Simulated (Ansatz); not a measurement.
# SiC (Moissanite, P6_3mc): from the cell to its phonons

How does SiC (Moissanite, P6_3mc) vibrate, and is this structure a minimum?

Program: Ansatz 0.2.0. Level of theory: DFT LDA, scalar-relativistic, plane waves, PAW; PAW set soft_1. Results are calculated unless marked as measured.

Report form: the programs' logs are mostly left out.

### 1. Set-up

The structure is hexagonal, space group P6_3mc (No. 186). Conventional cell: a = 3.076 Å, b = 3.076 Å, c = 5.048 Å, α = 90.00°, β = 90.00°, γ = 120.00°. Si has 4 C at 1.87 to 1.94 Å nearest. Nearest to C lie 4 Si at 1.87 to 1.94 Å. Farther neighbours are not listed.

### 2. Coarse relaxation

The start is far from rest, so a relaxation with loose tolerances brings it close first.

The input, input.yaml:

```yaml
crystal:
  lattice:
    - [3.076, 0.0, 0.0]
    - [-1.538, 2.663894142, 0.0]
    - [0.0, 0.0, 5.048]
  atoms:
    - { symbol: Si, position: [0.3333333333, 0.6666666667, 0.0] }
    - { symbol: Si, position: [0.6666666667, 0.3333333333, 0.5] }
    - { symbol: C, position: [0.3333333333, 0.6666666667, 0.385] }
    - { symbol: C, position: [0.6666666667, 0.3333333333, 0.885] }
kpoints:
  mp_grid: { grid: [9, 9, 4] }
hamiltonian:
  xc: lda
  pseudopotentials: { kind: paw, azcp: { folder: soft_1 }, xc_functional: pbe }
scf:
  occupations: { method: gaussian, width: 0.1 }
output:
  forces: true
  stress: true
  eigenvalues: true
relax:
  adjacent_minimum: "off"
  f_tol: 0.05
  max_steps: 80
  cell: { stress_tol: 0.5 }
```

The run is started by

```sh
> ansatz run input.yaml --threads 8 --pin off --max-ram 16384MiB --backend cpu --events-out ev --progress --plain --runs-dir out
```

Elapsed: 2.2 s, on 8 threads of Arm Neoverse V1, shared host; peak memory 0.35 GiB; 14 s of CPU time.

The steps of the relaxation:

```csv
step,energy less that of the first step (eV),largest force component (eV/Å),pressure (GPa),volume (Å³)
1,0.0000,0.7317,-3.97,41.36
2,-0.0293,0.4338,-1.82,40.95
3,-0.0421,0.1659,1.22,40.38
4,-0.0464,0.0018,0.04,40.58
5*,-0.0455,0.0017,0.00,40.58
```

Relaxation steps marked * repeat the geometry before them on a plane-wave basis chosen anew for their cell, so energy and pressure can jump there.

The run keeps the 12 symmetry operations that it works with, so distortions that break them were not tested.

```csv
"conventional cell, symmetrised",before,after,change
a (Å),3.076,3.057,-0.6 %
b (Å),3.076,3.057,-0.6 %
c (Å),5.048,5.015,-0.7 %
volume (Å³/atom),10.34,10.14,-1.9 %
```

The atoms that moved most (Å, as changes of fractional coordinates times the final cell):

```csv
atom,dx,dy,dz,length
Si2,0.000,0.000,0.023,0.023
C3,0.000,0.000,-0.023,0.023
C4,0.000,0.000,-0.023,0.023
Si1,0.000,0.000,0.023,0.023
```

Final coordinates:

```cif
data_structure
_symmetry_space_group_name_H-M 'P 1'
_symmetry_Int_Tables_number 1
_cell_length_a 3.0567
_cell_length_b 3.0567
_cell_length_c 5.0151
_cell_angle_alpha 90.000
_cell_angle_beta 90.000
_cell_angle_gamma 120.000
_cell_volume 40.58
loop_
_atom_site_label
_atom_site_type_symbol
_atom_site_fract_x
_atom_site_fract_y
_atom_site_fract_z
_atom_site_occupancy
Si1 Si 0.33333 0.66667 0.00456 1
Si2 Si 0.66667 0.33333 0.50456 1
C3 C 0.33333 0.66667 0.38044 1
C4 C 0.66667 0.33333 0.88044 1
```

A gap read on the k-mesh alone can miss the band edges.

Numbers from this step:

| Item | Value |
| --- | --- |
| pressure | 0.003653 GPa |
| gap on the k-mesh | 2.135 eV |
| volume per atom | 10.14 Å³ |
| direct gap on mesh | 3.957 eV |

In this step the volume went from 10.34 to 10.14 Å³/atom.

### 3. Bringing the structure to rest

The cell and atoms are relaxed, since residual forces and stress would shift the frequencies.

input.yaml, the sections that differ from step 2:

```yaml
crystal:
  lattice:
    - [3.056683826, 0.0, 0.0]
    - [-1.528341913, 2.6471658446, 0.0]
    - [0.0, 0.0, 5.0150588913]
  atoms:
    - { symbol: Si, position: [0.3333333333, 0.6666666667, 0.0045630113] }
    - { symbol: Si, position: [0.6666666667, 0.3333333333, 0.5045630113] }
    - { symbol: C, position: [0.3333333333, 0.6666666667, 0.3804369887] }
    - { symbol: C, position: [0.6666666667, 0.3333333333, 0.8804369887] }
kpoints:
  mp_grid: { grid: [9, 9, 6] }
scf:
  occupations: { method: gaussian, width: 0.02 }
relax:
  adjacent_minimum: "off"
  f_tol: 0.005
  max_steps: 80
  cell: { stress_tol: 0.05 }
# hamiltonian, output: as in step 2
```

Wall time 1.7 s (8 threads); peak memory 0.36 GiB.

Little changed from the start: no atom moved by 0.005 Å and no cell edge by 0.1 %.

This step gave:

- pressure: 0.002741 GPa
- gap on the k-mesh: 2.130 eV
- direct gap on mesh: 3.959 eV

In this step the volume went from 10.14 to 10.14 Å³/atom.

### 4. Tight relaxation

Phonons need a cell at rest on their own settings, so the relaxation is repeated with tight tolerances on forces and stress, using the mesh and the filling of the phonon run that follows.

input.yaml, the sections that differ from step 3:

```yaml
crystal:
  lattice:
    - [3.0563378519, 0.0, 0.0]
    - [-1.5281689259, 2.6468662223, 0.0]
    - [0.0, 0.0, 5.0162290189]
  atoms:
    - { symbol: Si, position: [0.3333333333, 0.6666666667, 0.0045995749] }
    - { symbol: Si, position: [0.6666666667, 0.3333333333, 0.5045995749] }
    - { symbol: C, position: [0.3333333333, 0.6666666667, 0.3804004251] }
    - { symbol: C, position: [0.6666666667, 0.3333333333, 0.8804004251] }
scf:
  occupations: { method: fixed }
relax:
  adjacent_minimum: "off"
  f_tol: 0.001
  max_steps: 60
  cell: { stress_tol: 0.01 }
# kpoints, hamiltonian, output: as in step 3
```

Run time: 1.6 s. Hardware: 8 threads; peak memory 0.36 GiB.

Little changed from the start: no atom moved by 0.005 Å and no cell edge by 0.1 %.

This step gave:

```yaml
pressure: 0.001134 GPa
gap_on_the_k_mesh: 2.132 eV
volume_per_atom: 10.15 Å³
```

The largest force component left is 0.53 meV/Å and the pressure is 0.001 GPa, within the tolerances set. The cell now holds 10.15 Å³/atom.

### 5. Linear response at the zone centre

The zone centre comes first: it holds the modes that light can see, as far as symmetry allows. The response to a homogeneous field gives the Born charges and the dielectric tensor.

input.yaml, the sections that differ from step 4:

```yaml
crystal:
  lattice:
    - [3.0564521919, 0.0, 0.0]
    - [-1.5282260959, 2.6469652437, 0.0]
    - [0.0, 0.0, 5.0158810915]
  atoms:
    - { symbol: Si, position: [0.3333333333, 0.6666666667, 0.0045896652] }
    - { symbol: Si, position: [0.6666666667, 0.3333333333, 0.5045896652] }
    - { symbol: C, position: [0.3333333333, 0.6666666667, 0.3804103348] }
    - { symbol: C, position: [0.6666666667, 0.3333333333, 0.8804103348] }
output:
  eigenvalues: true
phonons:
  method: dfpt
  dielectric: true
  rigid_motions: translations
# kpoints, hamiltonian, scf: as in step 4
# relax: removed
```

The job ended after 14 s (8 threads; peak memory 0.59 GiB).

This step gave:

| Quantity | Value |
| --- | --- |
| sum-rule residual before enforcement | 2.41e-5 eV/Å² |
| miss of the charge sum rule | 0.004323 e |
| estimated error of the dielectric tensor | 0.02558 |
| estimated error of the Born charges | 0.01536 e |
| point group | 6mm |
| highest optical mode at the zone centre (no LO-TO term) | 841.1 cm⁻¹ |
| lowest optical zone-centre mode | 257.9 cm⁻¹ |
| mean high-frequency dielectric constant | 7.007 |
| largest Born charge (third of the trace) | 2.760 e |
| mean static dielectric constant | 10.53 |
| top of the zone-centre spectrum with the field | 972.5 cm⁻¹ |

Without the LO-TO term. Patterns of degenerate modes are one choice out of their space. The modes at Γ (shares of kinetic energy by element, %):

```csv
mode,frequency (cm⁻¹),symmetry,Si %,C %
1,0.0,acoustic,70,30
2,0.0,acoustic,70,30
3,0.0,acoustic,70,30
4,257.9,E2,74,26
5,257.9,E2,74,26
6,599.4,B1,100,0
7,767.9,E2,26,74
8,767.9,E2,26,74
9,771.2,A1,30,70
10,801.4,E1,30,70
11,801.4,E1,30,70
12,841.1,B1,0,100
```

Displacements in mode 5 (257.9 cm⁻¹), the largest set to 1:
```
Si1  0.00  1.00  0.00
Si2  0.00 -1.00  0.00
C3   0.00 -0.92  0.00
C4   0.00  0.92  0.00
```

Displacements in mode 7 (767.9 cm⁻¹), the largest set to 1:
```
Si1 -0.02  0.39  0.00
Si2  0.02 -0.39  0.00
C3  -0.05  1.00  0.00
C4   0.05 -1.00  0.00
```

Optical modes at the zone centre, without and with the macroscopic field of the longitudinal modes; each column is sorted by frequency, so a row need not hold one and the same mode. Modes with and without the field, by row:

```csv
rank among optical modes,no field (cm⁻¹),"q along (1, 0, 0) (cm⁻¹)","q along (0, 0, 1) (cm⁻¹)"
1,257.9,257.9,257.9
2,257.9,257.9,257.9
3,599.4,599.4,599.4
4,767.9,767.9,767.9
5,767.9,767.9,767.9
6,771.2,771.2,801.4
7,801.4,801.4,801.4
8,801.4,841.1,841.1
9,841.1,972.5,963.2
```

Born charge (rows field, columns displacement) (e), principal values of the symmetric part by kind of site:

```csv
atom,atoms with these values,low,middle,high,mean
Si1,2,2.69,2.69,2.89,2.76
C3,2,-2.89,-2.69,-2.69,-2.76
```

In full for C3:

```
-2.69  0.00  0.00
 0.00 -2.69  0.00
 0.00  0.00 -2.89
```

High-frequency dielectric tensor:

```
6.89 0.00 0.00
0.00 6.89 0.00
0.00 0.00 7.25
```

Static dielectric tensor (ions relaxed, fixed cell):

```
10.14  0.00  0.00
 0.00 10.14  0.00
 0.00  0.00 11.30
```

Transverse modes. Infrared lines, with heights relative to the strongest:

```csv
position (cm⁻¹),label,relative intensity
258,E2,0.0
599,B1,0.0
768,E2,0.0
771,A1,58
801,E1,100
841,B1,0.0
```

Before it was imposed, the acoustic sum rule was missed by 2.4e-5 eV/Å² and the charge sum rule by 0.0043 e. Small misses are needed for a sound result but don't prove that mesh and cutoff are converged. The lowest optical mode is real, 258 cm⁻¹.

### 6. Response at finite wavevector

Stability and thermal properties need the whole zone. Linear response on a 3×3×2 q mesh gives force constants as far as a supercell of that size would, and the tensors from the zone-centre run are typed in so that the long-range dipole term is interpolated apart.

input.yaml, the sections that differ from step 5:

```yaml
phonons:
  method: dfpt
  qmesh: [3, 3, 2]
  temperatures: { t_max: 1000, t_step: 50 }
  qpath:
    path:
      - [[0.0, 0.0, 0.0], [0.5, 0.0, 0.0], [0.33333333, 0.33333333, 0.0], [0.0, 0.0, 0.0], [0.0, 0.0, 0.5], [0.5, 0.0, 0.5], [0.33333333, 0.33333333, 0.5], [0.0, 0.0, 0.5]]
      - [[0.5, 0.0, 0.5], [0.5, 0.0, 0.0]]
      - [[0.33333333, 0.33333333, 0.5], [0.33333333, 0.33333333, 0.0]]
    npoints: 10
  non_analytic_term:
    high_frequency_dielectric_tensor: [[6.8872, 0.0, 0.0], [0.0, 6.8872, 0.0], [0.0, 0.0, 7.2466]]
    born_effective_charges:
      - { species: Si, tensor: [[2.6932, 0.0, 0.0], [0.0, 2.6932, 0.0], [0.0, 0.0, 2.8927]] }
      - { species: Si, tensor: [[2.6932, 0.0, 0.0], [0.0, 2.6932, 0.0], [0.0, 0.0, 2.8927]] }
      - { species: C, tensor: [[-2.6932, 0.0, 0.0], [0.0, -2.6932, 0.0], [0.0, 0.0, -2.8927]] }
      - { species: C, tensor: [[-2.6932, 0.0, 0.0], [0.0, -2.6932, 0.0], [0.0, 0.0, -2.8927]] }
    source: "zone-centre run at this cell"
# crystal, kpoints, hamiltonian, scf, output: as in step 5
```

Run time: 49 s. Hardware: 8 threads; peak memory 0.62 GiB.

Numbers from this step:

```yaml
sum_rule_residual_before_enforcement: 2.29e-5 eV/Å²
lowest_frequency_on_the_path: 0 cm⁻¹
highest_frequency_on_the_path_or_at_a_solved_wavevector: 972.5 cm⁻¹
lowest_mode_on_the_q_mesh_acoustic_modes_at_gamma_apart: 194.5 cm⁻¹
```

Frequencies (cm⁻¹) solved at each irreducible wavevector; negative means imaginary. Frequencies by wavevector, by row:

```csv
q in reciprocal lattice units,star,mode 1,mode 2,mode 3,mode 4,mode 10,mode 11,mode 12
0 0 0,1,0,0,0,257.9,801.4,801.4,841.1
0 0 -0.5,1,194.5,194.5,194.5,194.5,783.4,916.6,916.6
0 0.3333 0,6,232.9,271.4,346.2,441.9,785.1,856.2,907
0 0.3333 -0.5,6,304,304,324.2,324.2,783.3,877.6,877.6
0.3333 0.3333 0,2,396,396,415.3,474.5,814.6,836.1,853.9
0.3333 0.3333 -0.5,2,304.9,304.9,450.1,450.1,797.5,845,845
```

Interpolated from a 3×3×2 q mesh, with the LO-TO term (at Γ the limit along the path; where Γ stands inside the path, tables give the limit on arrival). The phonon branches at the labelled points (cm⁻¹):

```csv
point,branch 1,branch 2,branch 3,branch 4,branch 9,branch 10,branch 11,branch 12
Γ,0,0,0,258,771,801,841,972
halfway,195,212,317,355,776,792,852,932
M,260,339,377,430,777,790,858,866
halfway,330,357,415,431,796,804,848,861
K,396,396,415,474,815,815,836,854
halfway,242,249,352,380,779,796,851,917
Γ,0,0,0,258,771,801,841,972
halfway,109,109,214,243,796,796,869,951
A,194,194,194,194,783,783,917,917
halfway,276,276,319,319,786,786,893,893
L,324,324,326,326,792,792,847,847
halfway,308,308,392,392,797,797,844,844
H,305,305,450,450,798,798,845,845
halfway,308,308,323,323,784,784,884,884
A,194,194,194,194,783,783,917,917
jump to L,324,324,326,326,792,792,847,847
halfway,282,324,363,378,776,792,851,859
M,260,339,377,430,777,790,858,866
jump to H,305,305,450,450,798,798,845,845
halfway,343,343,427,468,807,807,839,851
K,396,396,415,474,815,815,836,854
```

Tetrahedra on a 24×24×12 mesh, mean over bins of 10 cm-1. Interpolated from a 3×3×2 q mesh. Table of phonon density of states by wavenumber; read off at these points:

```csv
wavenumber (cm⁻¹),phonon density of states (1/cm⁻¹/cell)
5,0
35,7.0e-5
75,4.6e-4
105,9.4e-4
135,0.00165
175,0.00312
205,0.00486
235,0.00792
275,0.0166
305,0.0303
335,0.0230
375,0.0187
405,0.0161
435,0.0135
475,0.00512
505,0.00776
545,0.0204
575,0.0178
605,3.9e-4
645,0
675,0
705,0
745,0.0192
765,0.0820
775,0.0626
785,0.0863
805,0.0247
845,0.0354
855,0.0561
875,0.0178
905,0.00906
945,0.00387
975,2.0e-5
```

The partial phonon density of states has structure finer than the step of the table below, so its rows give means over 25 cm⁻¹, whole bins alone (the curve runs from -10 to 1010 cm⁻¹). Peaks (cm⁻¹: height): C 785.5: 0.0611, 856.0: 0.0407; Si 310.8: 0.0219, 548.1: 0.0177, 785.5: 0.0164, 856.0: 0.00352.

Phonopy on the run's constants, 21x21x11 mesh, Gaussian sigma 7.3 cm-1. Interpolated from a 3×3×2 q mesh. The partial phonon density of states by wavenumber; means over each step; values in 1/cm⁻¹/cell:

```csv
wavenumber (cm⁻¹),C,Si
25,1.3e-5,3.4e-5
50,5.9e-5,1.4e-4
75,1.5e-4,3.6e-4
100,2.5e-4,6.0e-4
125,4.0e-4,9.8e-4
150,6.5e-4,0.00160
175,8.7e-4,0.00223
200,0.00125,0.00331
225,0.00179,0.00495
250,0.00283,0.00831
275,0.00397,0.0127
300,0.00542,0.0195
325,0.00496,0.0197
350,0.00379,0.0166
375,0.00313,0.0151
400,0.00242,0.0133
425,0.00201,0.0124
450,0.00135,0.00816
475,0.00114,0.00495
500,0.00123,0.00576
525,0.00145,0.0110
550,0.00128,0.0174
575,7.5e-4,0.0149
600,2.0e-4,0.00445
625,2.5e-6,5.7e-5
650,0,0
675,0,0
700,0,0
725,0.00135,2.1e-4
750,0.0292,0.00618
775,0.0578,0.0153
800,0.0383,0.00888
825,0.00555,6.7e-4
850,0.0326,0.00278
875,0.0183,0.00261
900,0.00809,0.00210
925,0.00468,0.00159
950,0.00235,9.2e-4
975,4.0e-4,1.6e-4
```

Symmetry leaves 6 wavevectors to solve. The lowest mode among them, the acoustic zeros apart, lies at q = (0, 0, -0.5) and is real, 194 cm⁻¹.

### 7. Finite displacements in a supercell

Finite displacements in a 2×2×2 supercell give force constants from forces alone. They are exact at the wavevectors that the supercell holds, where they check the linear-response result.

Edit input.yaml of step 6 so:

```diff
@@ -11,3 +11,3 @@
 kpoints:
-  mp_grid: { grid: [9, 9, 6] }
+  mp_grid: { grid: [10, 10, 6] }
 hamiltonian:
@@ -20,4 +20,4 @@
 phonons:
-  method: dfpt
-  qmesh: [3, 3, 2]
+  method: fd
+  supercell: [2, 2, 2]
   temperatures: { t_max: 1000, t_step: 50 }
```

Wall time 33 s (8 threads); peak memory 1.6 GiB; 4.1 min of CPU time.

This step gave:

* gap on the k-mesh: 2.292 eV
* atoms in the supercell: 32
* sum-rule residual before enforcement: 3.81e-4 eV/Å²

Interpolated from a 2×2×2 supercell, rough between the solved points, with the LO-TO term (at Γ the limit along the path; where Γ stands inside the path, tables give the limit on arrival). Phonon branches along the path, in cm⁻¹:

```csv
point,branch 1,branch 2,branch 3,branch 4,branch 9,branch 10,branch 11,branch 12
Γ,0,0,0,258,771,801,841,972
halfway,177,212,317,343,779,791,833,935
M,258,342,362,438,779,790,849,861
halfway,330,355,403,438,797,798,840,847
K,388,388,414,482,816,820,822,822
halfway,231,240,355,372,778,796,833,919
Γ,0,0,0,258,771,801,841,972
halfway,109,109,214,243,796,796,869,951
A,194,194,194,194,783,783,917,917
halfway,266,266,311,311,784,784,887,887
L,322,322,323,323,790,790,836,836
halfway,297,297,403,403,787,787,824,824
H,290,290,472,472,795,795,808,808
halfway,299,299,316,316,784,784,876,876
A,194,194,194,194,783,783,917,917
jump to L,322,322,323,323,790,790,836,836
halfway,281,323,353,381,776,791,842,852
M,258,342,362,438,779,790,849,861
jump to H,290,290,472,472,795,795,808,808
halfway,333,333,436,484,811,812,812,815
K,388,388,414,482,816,820,822,822
```

Tetrahedra on a 24×24×12 mesh, mean over bins of 10 cm-1. Interpolated from a 2×2×2 supercell, rough between the solved points. Phonon density of states against wavenumber; read off at these points:

wavenumber (cm⁻¹), phonon density of states (1/cm⁻¹/cell) and a bar:
```
        5      0.000 
       35      0.000 
       55      0.000 
       85      0.001 
      105      0.001 
      135      0.002 #
      165      0.003 #
      185      0.004 #
      215      0.006 ##
      245      0.010 ###
      265      0.016 ####
      295      0.030 ########
      315      0.023 ######
      345      0.020 #####
      375      0.015 ####
      395      0.014 ####
      425      0.013 ###
      455      0.009 ##
      475      0.007 ##
      505      0.007 ##
      525      0.010 ##
      545      0.020 #####
      555      0.020 #####
      585      0.015 ####
      605      0.003 #
      635      0.000 
      665      0.000 
      685      0.000 
      715      0.000 
      735      0.000 
      765      0.081 #####################
      785      0.116 ##############################
      795      0.062 ################
      815      0.008 ##
      835      0.053 ##############
      845      0.027 #######
      875      0.012 ###
      895      0.009 ##
      925      0.006 ##
      945      0.004 #
      975      0.000
```

At Γ the two methods differ by at most 0.0 cm⁻¹.

### 8. Outcome

| Property | Result |
| --- | --- |
| space group after relaxation (within 0.01 Å) | P6_3mc |
| volume per atom | 10.1 Å³ |
| gap on the k-mesh | 2.13 eV |
| highest optical mode at the zone centre (no LO-TO term) | 841 cm⁻¹ |
| top of the zone-centre spectrum with the field | 973 cm⁻¹ |
| lowest optical zone-centre mode | 258 cm⁻¹ |
| mean high-frequency dielectric constant | 7.01 |
| mean static dielectric constant | 10.5 |
| largest Born charge (third of the trace) | 2.76 e |
| lowest mode on the q mesh (acoustic modes at Γ apart) | 194 cm⁻¹ |
| highest frequency on the path or at a solved wavevector | 972 cm⁻¹ |
| imaginary modes on the 3×3×2 q mesh | none |

What this shows: The structure is a minimum as far as tested: no mode is imaginary at the 6 irreducible wavevectors of the 3×3×2 mesh, and the softest away from the acoustic zeros lies at 194 cm⁻¹. Without the field, the optical modes at Γ span 258 to 841 cm⁻¹. The highest mode in this list at Γ, 841.1 cm⁻¹, is mostly motion of C (100 % of the kinetic energy). With the macroscopic field of the longitudinal modes the top of the zone-centre spectrum lies at 973 cm⁻¹, against 841 cm⁻¹ without it. Lattice motion raises the mean dielectric constant from 7.007 to 10.53. The strongest infrared line is at 801 cm⁻¹. Finite displacements and linear response differ by 0.0 cm⁻¹ in the highest zone-centre mode. The program warns that the interpolation holds no quadrupole term, so branches close to Γ can be off in this crystal. The PAW files were made for PBE and serve the other functionals too. These are harmonic frequencies at zero temperature: anharmonic shifts, linewidths and thermal expansion are left out.

[Logs are printed without paths, hosts, clocks, repeated set-up lines and the standing remarks that a program may print on its own settings, such as how far it seeks lower states.]

[Hosts, paths, dates, database ids (printed as entryN), source tags and the programs' standing remarks are cut or masked in the printed files.]
